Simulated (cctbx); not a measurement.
# What resolution and counting buy: Cs3SiNCl6O3

Space group P6_3/mmc (no. 194), a = 6.8090 Å, b = 6.8090 Å, c = 17.8460 Å, α = 90.00°, β = 90.00°, γ = 120.00°.

```csv
atom,mult.,x,y,z,Ueq (Å²)
Cs1,2,0,0,3/4,0.0098
Cs2,4,1/3,2/3,0.9135,0.0084
Cl1,12,0.8547,0.1453,0.9315,0.0182
Si1,2,0,0,0,0.0168
O1,6,0.9239,0.4620,3/4,0.0223
N1,2,2/3,1/3,3/4,0.0136
```

The model is made up (kin elements in a known structure type, no relaxation), so it says nothing on whether the phase exists.

Five simulated data sets (cctbx; Ag Kα, λ = 0.56087 Å; 4 % proportional error) differ in resolution or exposure (noise floor 15 counts in the first three, 8 in the last two). Each is refined with the right model, isotropic at 1.1 Å and anisotropic otherwise. How do the figures of merit and the uncertainties move?

| d min (Å) | top counts | ⟨I/σ⟩ (unmerged, absences included) | unique | param. (scale apart) | Rint | R1 | GooF | largest s.u. xyz (fractional) | s.u. U of N1 (Å²) | largest error (Å) |
| --- | --- | --- | --- | --- | --- | --- | --- | --- | --- | --- |
| 1.1 | 5000 | 6.2 | 138 | 10 | 0.078 | 0.0173 | 0.91 | 0.00140 | 0.0044 | 0.0040 |
| 0.84 | 5000 | 5.0 | 282 | 19 | 0.101 | 0.0205 | 0.92 | 0.00113 | 0.0043 | 0.0028 |
| 0.6 | 5000 | 3.2 | 716 | 19 | 0.158 | 0.0290 | 0.95 | 0.00106 | 0.0025 | 0.0033 |
| 0.75 | 300 | 0.8 | 382 | 19 | 0.581 | 0.0806 | 0.95 | 0.00562 | 0.0108 | 0.0156 |
| 0.75 | 3000 | 4.2 | 382 | 19 | 0.117 | 0.0227 | 0.95 | 0.00118 | 0.0033 | 0.0016 |

The number of reflections grows roughly as 1/d³: 138, 282 and 716 here. R1 follows the noise rather than the truth: at 300 counts it is 0.0806, at 3000 counts 0.0227, while GooF is 0.95 and 0.95: the weights 1/σ² carry the noise. The s.u. of U (U11 where anisotropic) for N1 goes 0.0044, 0.0043, 0.0025 Å² with resolution and 0.0108, 0.0033 Å² with exposure.

Hardware for the 0.6 Å refinement: 0.61 s on 1 thread of Arm Neoverse N1 (shared host), peak memory 0.09 GiB.

[Logs are printed without paths, hosts, clocks, repeated set-up lines and the standing remarks that a program may print on its own settings, such as how far it seeks lower states.]
